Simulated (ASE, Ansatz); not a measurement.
# Relaxing random zinc-blende alloy of GaAs and GaP (64 atoms), part 2 of 3

How does random zinc-blende alloy of GaAs and GaP (64 atoms) relax, and what do bonds, charges and levels look like afterwards?

Ansatz 0.2.0; Kohn-Sham DFT, PBE, PAW (set soft_2), plane waves.

The cell: 32 Ga, 4 As and 28 P. The host structure and its lattice constant were typed by rule, without a check against the phase diagram.

So far. Step 3 (Cell and atoms relaxed): The relaxation changed the energy by -53.3 meV/atom, and atoms moved by 0.092 Å r.m.s., 0.17 Å at most.

## 5. Single point at the relaxed geometry

One more single point at the end of the walk gives the fuller output and checks the residual forces.

Input file input.yaml:

```yaml
crystal:
  lattice:
    - [11.06884, -0.00051, 0.0002]
    - [-0.00051, 11.06932, 9.0e-05]
    - [0.0002, 9.0e-05, 11.06973]
  atoms:
    - { symbol: Ga, position: [0.99731, 0.9975, 0.99588] }
    - { symbol: As, position: [0.12434, 0.12689, 0.12479] }
    - { symbol: Ga, position: [0.99701, 0.25464, 0.2538] }
    - { symbol: P, position: [0.12536, 0.37674, 0.37599] }
    [... 54 atom lines left out ...]
    - { symbol: Ga, position: [0.5002, 0.75086, 0.74987] }
    - { symbol: P, position: [0.62532, 0.87681, 0.87378] }
    - { symbol: Ga, position: [0.7471, 0.49691, 0.74699] }
    - { symbol: As, position: [0.87541, 0.62566, 0.87476] }
    - { symbol: Ga, position: [0.75412, 0.74741, 0.50351] }
    - { symbol: P, position: [0.87621, 0.87672, 0.62485] }
kpoints:
  mp_grid: { grid: [2, 2, 2] }
hamiltonian:
  xc: pbe
scf:
  occupations: { method: fermi_dirac, width: 0.025 }
output:
  forces: true
  stress: true
  populations: true
  dos:
    method: { smearing: { sigma: 0.08 } }
    de: 0.05
    projected: { site_lists: { As: [As], Ga: [Ga], P: [P] } }
  eigenvalues: true
  write_density: true
  write_potential: true
  volumetric_format: npy
```

On the command line:

```bash
> ansatz run input.yaml --threads 8 --pin off --max-ram 15872MiB --backend cpu --events-out ev --progress --plain --runs-dir out
```

Numbers of over 12 decimals in the logs are rounded to 6 here.

The log of the run:

```text
[...]
Crystal: 64 atoms, lattice volume = 1356.313 Å³
Basis set: ecut = 420 eV, 26745 PW (Γ), exchange–correlation on 150×150×150 points (8 copies of the dense FFT grid, shifted against one another)
Bands: 372, of which v1, the nominal top of the filled ones, is band 308 counted from 1 (307 counted from 0)
Symmetry: 1 space group operations
[...]
k-points: 8
[...]
SCF iter   1: F=—  HF=-161666.882063 eV  |F-HF|=—  |Δ(HF+E_count)|=         —  Δρ=1.46e-3  dr2=4.66e-2  ethr=1.77e-3  ⟨swp⟩=7.2  Hψ=12095  notcnv=0  defer=13
[...]
SCF iter   8: F=-161666.820996 eV  HF=-161666.820996 eV  |F-HF|=6.17e-9  |Δ(HF+E_count)|=   9.42e-8  Δρ=1.72e-6  dr2=3.66e-8  ethr=1.62e-11  ⟨swp⟩=16.6  Hψ=27360  notcnv=0
SCF 1 converged in 8 iterations: F = -161666.820996 eV  dr2 = 3.66e-8
[...]
SCF converged after 8 iterations
Free energy (F): -161666.820996 eV
[...]
Internal energy: -161666.820996 eV  (E = F + TS)
E sigma→0 (E₀):  -161666.820996 eV
Fermi energy:    7.550437 eV
[...]
--- Forces (eV/Å), atoms counted from 1 ---
  atom   1  Ga     0.00162228     0.00003604     0.00040284
  atom   2  As     0.00828040    -0.00691809    -0.00177536
  atom   3  Ga    -0.00075411     0.00047077     0.00330862
  atom   4  P      0.00109881    -0.00036575     0.00075181
  atom   5  Ga     0.00129272     0.00073108    -0.00120785
  atom   6  P      0.00043320    -0.00116763    -0.00079654
  atom   7  Ga    -0.00041853    -0.00284677     0.00103452
  atom   8  P     -0.00145416    -0.00055359    -0.00086224
  atom   9  Ga    -0.00076616    -0.00102305    -0.00032103
  atom  10  P     -0.00060405     0.00137361    -0.00084139
  atom  11  Ga    -0.00089194    -0.00069826     0.00125125
  atom  12  P     -0.00093988     0.00060911    -0.00189659
  atom  13  Ga    -0.00088559    -0.00235618     0.00163578
  atom  14  P      0.00111664     0.00162090     0.00007103
[...]
atom  63  Ga     0.00153693    -0.00081735     0.00142307
  atom  64  P      0.00111271     0.00157777    -0.00106002
  max |Σ_I F_I| component: 2.71e-6 eV/Å
--- Stress (GPa, compression-positive) ---
        0.000977       0.005553      -0.003322
        0.005553       0.001523      -0.000703
       -0.003322      -0.000703      -0.001041
  P = ⅓ Tr σ = 0.0005 GPa (0.005 kbar)
--- Band table (eV; the first three rows and the last of 8) ---
[...]
--- Löwdin populations: 64 sites ---
  site symbol       q [e]
     0     Ga     12.9432
     1     As     15.0225
     2     Ga     12.9483
[...]
63      P      5.0058
  spilling = 0.002521 (of n_electrons = 616.000000)
```

Elapsed: 1.8 min, on 8 threads of Arm Neoverse V2, shared host; peak memory 12 GiB; 14 min of CPU time.

Numbers from this run:

```yaml
free_energy: -161666.8210 eV
free_energy_per_atom: -2526.0441 eV/atom
scf_cycles: 8
pressure: 0.0004863 GPa
r_m_s_force_component: 0.00153 eV/Å
longest_force: 0.01094 eV/Å
fermi_energy: 7.55 eV
spacing_of_highest_filled_and_lowest_empty_level: 1.372 eV
spilling_of_the_projection: 0.002521
```

Löwdin charges by element (they lack the spilled electrons, 0.024 e an atom on average):

```csv
element,coordination,atoms,mean charge (e),spread,least,most
As,all,4,-0.0224,7.0e-4,-0.0233,-0.0213
Ga,all,32,0.0571,0.003,0.0503,0.064
P,all,28,-0.0066,0.0012,-0.0087,-0.0044
```

Density of states as counts of states in windows of 0.5 eV (from the Fermi level), total and the larger projections:

| from (eV) | to (eV) | total | P p | Ga p | Ga s | As p | P s |
| --- | --- | --- | --- | --- | --- | --- | --- |
| -10 | -7.5 | 0.0 | 0.0 | 0.0 | 0.0 | 0.0 | 0.0 |
| -7.5 | -7 | 11.3 | 4.5 | 0.6 | 5.4 | 0.5 | 0.1 |
| -7 | -6.5 | 23.3 | 8.9 | 2.6 | 8.9 | 1.1 | 1.3 |
| -6.5 | -6 | 8.5 | 3.2 | 0.5 | 3.3 | 0.4 | 0.9 |
| -6 | -5.5 | 6.7 | 2.6 | 0.9 | 1.8 | 0.4 | 0.7 |
| -5.5 | -5 | 4.5 | 1.8 | 0.4 | 1.2 | 0.2 | 0.7 |
| -5 | -4.5 | 4.3 | 1.9 | 0.8 | 0.8 | 0.2 | 0.5 |
| -4.5 | -4 | 12.4 | 6.5 | 4.0 | 0.6 | 0.7 | 0.4 |
| -4 | -3.5 | 28.7 | 15.3 | 9.3 | 1.3 | 1.8 | 0.6 |
| -3.5 | -3 | 15.8 | 9.4 | 4.7 | 0.5 | 0.7 | 0.3 |
| -3 | -2.5 | 27.5 | 15.8 | 8.3 | 0.5 | 2.3 | 0.2 |
| -2.5 | -2 | 18.8 | 11.0 | 4.6 | 0.7 | 1.6 | 0.5 |
| -2 | -1.5 | 19.6 | 11.7 | 4.9 | 0.2 | 2.6 | 0.1 |
| -1.5 | -1 | 7.7 | 5.0 | 1.5 | 0.0 | 1.0 | 0.0 |
| -1 | -0.5 | 3.0 | 2.0 | 0.4 | 0.0 | 0.4 | 0.0 |
| -0.5 | 0.5 | 0.0 | 0.0 | 0.0 | 0.0 | 0.0 | 0.0 |
| 0.5 | 1 | 2.9 | 0.3 | 1.0 | 0.7 | 0.0 | 0.6 |
| 1 | 1.5 | 6.2 | 1.1 | 1.9 | 1.6 | 0.1 | 0.8 |
| 1.5 | 2 | 22.4 | 4.9 | 6.0 | 5.3 | 0.5 | 2.9 |
| 2 | 2.5 | 21.4 | 5.6 | 5.7 | 4.9 | 0.8 | 1.8 |
| 2.5 | 3 | 23.8 | 6.1 | 6.3 | 4.5 | 1.0 | 2.1 |

Between -26 and -10 eV lie 384 more states.

The stored curve holds about 576 of the 616 electrons; the rest, give or take the few that broadening carries across the Fermi level, lie in deeper levels below its range.

The levels nearest the highest filled one (over half full), pooled over k-points and spins:

| level less the highest filled one (eV) | occupation |
| --- | --- |
| -0.223 | 2 |
| -0.201 | 2 |
| -0.201 | 2 |
| -0.009 | 2 |
| -0.0065 | 2 |
| 0 | 2 |
| 1.37 | 0 |
| 1.46 | 0 |
| 1.47 | 0 |
| 1.47 | 0 |
| 1.47 | 0 |
| 1.63 | 0 |

Valence density in the ac plane at fractional y = 0.126, with atoms of As and P within 0.2 Å of it. It is the smooth field of the valence electrons, not physical close to the nuclei.

Ten steps, logarithmic in the rise over the least value, from '0' (0 e/Å³) to '9' (22 e/Å³), each cell a mean:
```
0000000001122111000000001122111
0000000012222221000000011222221
0000000012211221000000012211221
0000000012212221000000012221221
0000000011222211000000001222221
0000000011111110000000001111111
0112211100000000111221100000000
1222222100000000122222110000000
1221122100000000122112210000000
1222122100000000122222210000000
1122221100000000122222100000000
0111111000000001111111100000000
0000000011122111000000001122211
0000000012222221000000011222221
0000000012211221000000012211221
0000000012222221000000012222221
0000000011222211000000001222221
0000000001111110000000011111110
0112211100000000111221110000000
1235642100000000122222110000000
1269973100000000122112210000000
1258863100000000122122210000000
1123431100000000122222110000000
0111111000000000111111100000000
```
Columns run along a (11.1 Å), rows up along c (11.1 Å). Atoms in or near the plane, at fractional coordinates: As at (0.12, 0.12), P at (0.38, 0.38), P at (0.13, 0.62), P at (0.38, 0.87), P at (0.63, 0.12), P at (0.88, 0.38), P at (0.63, 0.63), P at (0.87, 0.87).

Electrostatic potential energy in the ac plane at fractional y = 0.126, with atoms of As and P within 0.2 Å of it. With pseudopotentials it is smooth inside the atoms' cores, unlike the true potential.

Ten even steps from '0' (-56 eV) to '9' (11 eV), each cell a mean:
```
9999999999988999999999999988999
9999999998634689999999999743589
9999999997200279999999998400159
9999999997300389999999998510269
9999999999756799999999999865789
9999999999999999999999999999999
9998899999999999998889999999999
9863358999999999985347999999999
9830017999999999961004899999999
9840027999999999962015899999999
9986679999999999987668999999999
9999999999999999999999999999999
9999999999988999999999999988899
9999999998533689999999999743479
9999999997100279999999998400059
9999999998300489999999998610269
9999999999866899999999999876789
9999999999999999999999999999999
9998889999999999999889999999999
9877878999999999985347999999999
9779987999999999961004899999999
9879987999999999962005899999999
9977778999999999987568999999999
9999999999999999999999999999999
```
Columns run along a (11.1 Å; values clipped at the 3rd and 97th percentile), rows up along c (11.1 Å). Atoms in or near the plane, at fractional coordinates: As at (0.12, 0.12), P at (0.38, 0.38), P at (0.13, 0.62), P at (0.38, 0.87), P at (0.63, 0.12), P at (0.88, 0.38), P at (0.63, 0.63), P at (0.87, 0.87).

Mean Löwdin charges: As -0.02, Ga +0.06, P -0.01 e. Charges this small depend on the projection, at times even in sign. The largest share in the top eV of filled states is P p (65 % of the projected weight), and in the lowest eV of empty states Ga p (36 % of the projected weight).

Local excerpt of 8 atoms (numbers count through the whole input) about As2, one of the 4 As atoms; x, y, z are measured from there.

| atom | x | y | z | distance (Å) | bonds | Löwdin charge (e) |
| --- | --- | --- | --- | --- | --- | --- |
| As2 | 0.00 | 0.00 | 0.00 | 0.00 | 4 | -0.02 |
| Ga5 | 1.39 | -1.40 | 1.46 | 2.45 | 4 | 0.05 |
| Ga3 | -1.41 | 1.41 | 1.43 | 2.45 | 4 | 0.05 |
| Ga7 | 1.44 | 1.41 | -1.42 | 2.46 | 4 | 0.06 |
| Ga1 | -1.41 | -1.43 | -1.43 | 2.46 | 4 | 0.06 |
| P40 | -2.77 | 2.76 | 0.01 | 3.90 | 4 | -0.01 |
| P12 | 0.02 | 2.76 | -2.78 | 3.91 | 4 | -0.01 |
| P56 | -2.76 | -2.78 | 0.00 | 3.91 | 4 | 0.00 |

The column of bonds counts only the pairs Ga-P within 2.77 Å, Ga-As within 2.88 Å; other neighbours, such as metal atoms beside each other in a compound, aren't counted, and periodic images can show an atom twice.

## 6. Coarser k-mesh (Γ alone)

 Besides, the k-mesh goes from 2×2×2 to 1×1×1.

Edit input.yaml of step 5 so:

```diff
@@ -8,3 +8,3 @@
 kpoints:
-  mp_grid: { grid: [2, 2, 2] }
+  mp_grid: { grid: [1, 1, 1] }
 hamiltonian:
@@ -22,4 +22 @@
   eigenvalues: true
-  write_density: true
-  write_potential: true
-  volumetric_format: npy
```

The log of the run:

```text
[...]
Crystal: 64 atoms, lattice volume = 1356.313 Å³
Basis set: ecut = 420 eV, 26745 PW (Γ), exchange–correlation on 150×150×150 points (8 copies of the dense FFT grid, shifted against one another)
Bands: 372, of which v1, the nominal top of the filled ones, is band 308 counted from 1 (307 counted from 0)
Symmetry: 1 space group operations
[...]
k-points: 1
[...]
SCF iter   1: F=—  HF=-161661.934531 eV  |F-HF|=—  |Δ(HF+E_count)|=         —  Δρ=1.70e-3  dr2=2.85e-2  ethr=1.77e-3  ⟨swp⟩=7.0  Hψ=1448  notcnv=0  defer=14
[...]
SCF iter   7: F=—  HF=-161661.869882 eV  |F-HF|=—  |Δ(HF+E_count)|=   5.04e-7  Δρ=7.14e-6  dr2=5.38e-7  ethr=4.34e-10  ⟨swp⟩=3.0  Hψ=633  notcnv=0  defer=36
SCF iter   8: F=-161661.869883 eV  HF=-161661.869883 eV  |F-HF|=4.07e-8  |Δ(HF+E_count)|=   4.64e-7  Δρ=2.10e-6  dr2=5.80e-8  ethr=1.62e-11  ⟨swp⟩=12.0  Hψ=2146  notcnv=0
SCF 1 converged in 8 iterations: F = -161661.869883 eV  dr2 = 5.80e-8
[...]
SCF converged after 8 iterations
Free energy (F): -161661.869883 eV
[...]
Internal energy: -161661.869883 eV  (E = F + TS)
E sigma→0 (E₀):  -161661.869883 eV
Fermi energy:    7.593102 eV
[...]
Σ components = -161661.869883   (vs F -161661.869883, Δ=0.00e0)
--- Forces (eV/Å), atoms counted from 1 ---
  atom   1  Ga     0.01555329     0.01643920     0.01663309
  atom   2  As     0.00710399    -0.00453759    -0.00027280
  atom   3  Ga     0.01417624    -0.01594666    -0.01295301
  atom   4  P     -0.00009713     0.00431189     0.00634810
[...]
atom  64  P      0.00562378     0.00522380    -0.00244930
  max |Σ_I F_I| component: 5.15e-6 eV/Å
--- Stress (GPa, compression-positive) ---
        0.346922       0.006073      -0.003767
        0.006073       0.346346      -0.000705
       -0.003767      -0.000705       0.343762
  P = ⅓ Tr σ = 0.3457 GPa (3.457 kbar)
--- Band table (eV) ---
[...]
--- Löwdin populations: 64 sites ---
  site symbol       q [e]
     0     Ga     12.9241
     1     As     15.0463
     2     Ga     12.9289
[...]
63      P      5.0264
  spilling = 0.002411 (of n_electrons = 616.000000)
```

It took 10 s on 8 threads; peak memory 1.8 GiB; 77 s of CPU time.

Geometry and reference: those of the single point at the relaxed geometry.

Forces differ from those of the single point at the relaxed geometry by 7.9 meV/Å r.m.s.; the energy by +77 meV/atom, the pressure by +0.35 GPa and the gap by -0.013 eV.

## 7. Functional HSE06

HSE06 mixes in a quarter of exact exchange at short range, which counters self-interaction, at a higher cost.

This step: Kohn-Sham DFT, HSE06, PAW (set soft_2), plane waves (Ansatz 0.2.0).

Edit input.yaml of step 6 so:

```diff
@@ -10,3 +10,3 @@
 hamiltonian:
-  xc: pbe
+  xc: hse06
 scf:
```

The log of the run:

```text
Warning: output.stress: scf.convergence.dr2_threshold = 1e-7 eV (the SCF's general default) is looser than the 1.6e-9 eV advised for a printed stress (1e-10 eV for each atom of the cell: 64, of which 16 are counted). What an SCF threshold leaves in a stress goes as its square root, and in the free energy as the threshold itself, and one threshold admits the most on a small cell: [...]
Warning: output.stress: scf.exx.energy_threshold = 1e-6 eV is looser than the 1.6e-7 eV advised for a stress under a hybrid functional (1e-8 eV for each atom of the cell: 64, of which 16 are counted). Every SCF of the exchange loop can meet its threshold on dr2 while the loop round them stops early: [...]
exact exchange: scf.exx.singularity resolves to wigner_seitz, which cuts the screened interaction at the faces of the exchange supercell's Wigner-Seitz cell, so that each pair interacts once, at the shortest of its separations (the periodic images that this leaves out come, [...]
[...]
Crystal: 64 atoms, lattice volume = 1356.313 Å³
Basis set: ecut = 420 eV, 26745 PW (Γ), exchange–correlation on 150×150×150 points (8 copies of the dense FFT grid, shifted against one another)
Bands: 372, of which v1, the nominal top of the filled ones, is band 308 counted from 1 (307 counted from 0)
Symmetry: 1 space group operations
[...]
k-points: 1
[...]
SCF iter   1: F=—  HF=-161661.824301 eV  |F-HF|=—  |Δ(HF+E_count)|=         —  Δρ=1.52e-3  dr2=1.92e-2  ethr=1.77e-3  ⟨swp⟩=18.0  Hψ=1568  notcnv=0
[...]
SCF iter   5: F=-161661.841691 eV  HF=-161661.841823 eV  |F-HF|=1.32e-4  |Δ(HF+E_count)|=   3.70e-5  Δρ=4.13e-5  dr2=1.50e-4  ethr=4.55e-8  ⟨swp⟩=6.0  Hψ=798  notcnv=0  defer=6
SCF 1 stopped early in 5 iterations: F = -161661.841691 eV  dr2 = 1.50e-4
[...]
Exchange kernel: α = 0.2500, screened, ω = 0.2079 Å⁻¹, Wigner–Seitz truncation, v(0) = 950.6207 eV·Å³, q-mesh 1×1×1, nearest image of the exchange supercell L = 11.07 Å, pair-density grid 48×48×48, without the augmentation charges, whose exchange is taken in its separable form (sized by the pseudopotential files, [...]
Frozen-core exchange: fock
SCF iter   1: F=—  HF=-161699.038627 eV  |F-HF|=—  |Δ(HF+E_count)|=         —  Δρ=1.27e-2  dr2=8.83e-1  ethr=2.44e-7  ⟨swp⟩=17.0  Hψ=2268  notcnv=0
[...]
SCF iter   7: F=—  HF=-161698.817784 eV  |F-HF|=—  |Δ(HF+E_count)|=   7.31e-3  Δρ=2.34e-4  dr2=3.92e-4  ethr=2.25e-8  ⟨swp⟩=5.0  Hψ=1370  notcnv=0
SCF iter   8: F=-161698.817505 eV  HF=-161698.817509 eV  |F-HF|=4.54e-6  |Δ(HF+E_count)|=   2.75e-4  Δρ=2.45e-5  dr2=1.07e-5  ethr=2.25e-8  ⟨swp⟩=4.0  Hψ=1128  notcnv=0
SCF 2 stopped early in 8 iterations: F = -161698.817505 eV  dr2 = 1.07e-5
  Residual-converged pass: ⟨swp⟩=4.0  Hψ=961  notcnv=0  max |occ|·‖R‖ = 6.1e-6 eV (tolerance 6.7e-6 eV)  dr2=1.09e-5  dr2_onsite=1.06e-6  max |Δocc| = 0.0e0
hybrid outer 1: dexx = +2.920e-1 eV, tail = 7.83e-4 eV
[...]
Frozen-core exchange: fock
SCF iter   1: F=—  HF=-161698.811629 eV  |F-HF|=—  |Δ(HF+E_count)|=         —  Δρ=5.10e-5  dr2=6.06e-5  ethr=6.36e-7  ⟨swp⟩=14.0  Hψ=934  notcnv=0
[...]
SCF iter   6: F=—  HF=-161698.811655 eV  |F-HF|=—  |Δ(HF+E_count)|=   6.95e-7  Δρ=1.97e-6  dr2=1.44e-7  ethr=1.58e-11  ⟨swp⟩=5.0  Hψ=1310  notcnv=0  defer=6
SCF iter   7: F=-161698.811655 eV  HF=-161698.811655 eV  |F-HF|=3.38e-9  |Δ(HF+E_count)|=   3.44e-8  Δρ=3.80e-7  dr2=8.45e-9  ethr=1.58e-11  ⟨swp⟩=4.0  Hψ=784  notcnv=0  defer=6
SCF 3 converged in 7 iterations: F = -161698.811655 eV  dr2 = 8.45e-9
[...]
hybrid outer 2: dexx = +2.884e-5 eV, tail = 3.88e-7 eV, Δε = 3.15e-3 eV (about 8.21e-5 eV left of the loop's levels), ΔF = 4.84e-3 eV/Å (tail 6.24e-4)
[...]
Frozen-core exchange: fock
SCF iter   1: F=—  HF=-161698.811652 eV  |F-HF|=—  |Δ(HF+E_count)|=         —  Δρ=1.38e-6  dr2=2.62e-8  ethr=3.15e-10  ⟨swp⟩=20.0  Hψ=1161  notcnv=6
[...]
SCF iter   2: F=-161698.811652 eV  HF=-161698.811652 eV  |F-HF|=3.49e-9  |Δ(HF+E_count)|=   2.21e-9  Δρ=4.76e-7  dr2=8.00e-9  ethr=7.12e-12 (applied; sched 3.21e-12)  ⟨swp⟩=4.0  Hψ=1014  notcnv=0
SCF 4 converged in 2 iterations: F = -161698.811652 eV  dr2 = 8.00e-9
[...]
hybrid SCF converged: 3 outer / 17 inner (+5 warm-up), last move |dexx| = 1.49e-8 eV, tail = 1.77e-8 eV
Stability not checked: this state was not tested for a lower state beside it, because the functional holds exact exchange (a hybrid, or Hartree-Fock), whose exchange loop this test does not read (fock_operator; see scf.lower_state_search)
Free energy (F): -161698.811652 eV
Frozen-core exchange: fock
[...]
Internal energy: -161698.811652 eV  (E = F + TS)
E sigma→0 (E₀):  -161698.811652 eV
Fermi energy:    7.584465 eV
[...]
Σ components = -161698.811652   (vs F -161698.811652, Δ=-2.91e-11)
--- Forces (eV/Å), atoms counted from 1 ---
  atom   1  Ga     0.03461028     0.03850353     0.03902598
  atom   2  As     0.00914049    -0.00623639     0.00544329
  atom   3  Ga     0.03523617    -0.03851869    -0.03570460
  atom   4  P     -0.00419170     0.00404331     0.00598119
[...]
atom  64  P      0.00919225     0.00009946    -0.00313432
  max |Σ_I F_I| component: 3.03e-4 eV/Å
--- Stress (GPa, compression-positive) ---
       -1.537679       0.006220      -0.003673
        0.006220      -1.539286      -0.000779
       -0.003673      -0.000779      -1.542124
  P = ⅓ Tr σ = -1.5397 GPa (-15.397 kbar)
--- Band table (eV) ---
[...]
--- Löwdin populations: 64 sites ---
  site symbol       q [e]
     0     Ga     12.8817
     1     As     15.0880
     2     Ga     12.8872
[...]
63      P      5.0678
  spilling = 0.002464 (of n_electrons = 616.000000)
```

Elapsed: 2.8 min, on 8 threads; peak memory 4.1 GiB.

The program notes that the exchange threshold is loose for the stress and the SCF threshold is loose for the stress.

Geometry and reference: those of the coarser k-mesh.

Forces differ from the reference by 11 meV/Å r.m.s.; the pressure by -1.9 GPa and the gap by +0.93 eV. It took 16 times the reference's time (shared host, so rough).

Numbers from this run:

```
free energy                                      : -161698.8117 eV
free energy per atom                             : -2526.5439 eV/atom
SCF cycles                                       : 22
pressure                                         : -1.54 GPa
r.m.s. force component                           : 0.01814 eV/Å
longest force                                    : 0.07798 eV/Å
Fermi energy                                     : 7.584 eV
gap (highest filled to lowest empty level) : 2.285 eV
spilling of the projection                       : 0.002464
```

Löwdin charges by element (they lack the spilled electrons, 0.024 e an atom on average):

| element | coordination | atoms | mean charge (e) | spread | least | most |
| --- | --- | --- | --- | --- | --- | --- |
| As | all | 4 | -0.0879 | 0.001 | -0.0893 | -0.0864 |
| Ga | all | 32 | 0.119 | 0.0034 | 0.111 | 0.126 |
| P | all | 28 | -0.0688 | 0.0015 | -0.0715 | -0.066 |

States in the cell by windows of 1 eV, zero at the Fermi level; the larger projections on atomic orbitals stand beside the total:

```
from (eV)  to (eV)  total   P p  Ga p  Ga s  As p  P s
      -10       -9    0.0   0.0   0.0   0.0   0.0  0.0
       -9       -8   25.4  10.5   1.7  11.5   1.2  0.2
       -8       -7    4.8   2.0   0.5   1.6   0.1  0.4
       -7       -6   19.8   7.7   2.3   6.2   1.0  2.1
       -6       -5   12.4   5.9   0.8   3.0   0.4  1.9
       -5       -4   51.2  27.4  17.9   1.4   3.6  0.4
       -4       -3   11.0   6.6   3.5   0.0   0.8  0.0
       -3       -2   61.5  38.5  15.9   0.0   6.3  0.0
       -2       -1    6.0   4.3   0.7   0.0   0.9  0.0
       -1        1    0.0   0.0   0.0   0.0   0.0  0.0
        1        2   34.0   4.6  10.8   9.0   0.6  4.9
        2        3   24.0   4.8   8.4   5.1   0.7  2.2
        3        4   18.0   2.9   7.3   1.7   0.4  2.1
        4        5   40.0  11.5  14.6   4.6   1.5  0.0
```

Between -26 and -10 eV lie 384 more states.

The stored curve holds about 576 of the 616 electrons; the rest, give or take the few that broadening carries across the Fermi level, lie in deeper levels below its range.

The levels nearest the highest filled one (over half full), pooled over k-points and spins:

| level less the highest filled one (eV) | occupation |
| --- | --- |
| -1.08 | 2 |
| -1.07 | 2 |
| -1.04 | 2 |
| -0.0105 | 2 |
| -0.0076 | 2 |
| 0 | 2 |
| 2.29 | 0 |
| 2.30 | 0 |
| 2.30 | 0 |
| 2.30 | 0 |
| 2.31 | 0 |
| 2.32 | 0 |

(Part 2 of 3 ends here.)

[Logs are printed without paths, hosts, clocks, repeated set-up lines and the standing remarks that a program may print on its own settings, such as how far it seeks lower states.]

[Hosts, paths, dates, database ids (printed as entryN), source tags and the programs' standing remarks are cut or masked in the printed files.]
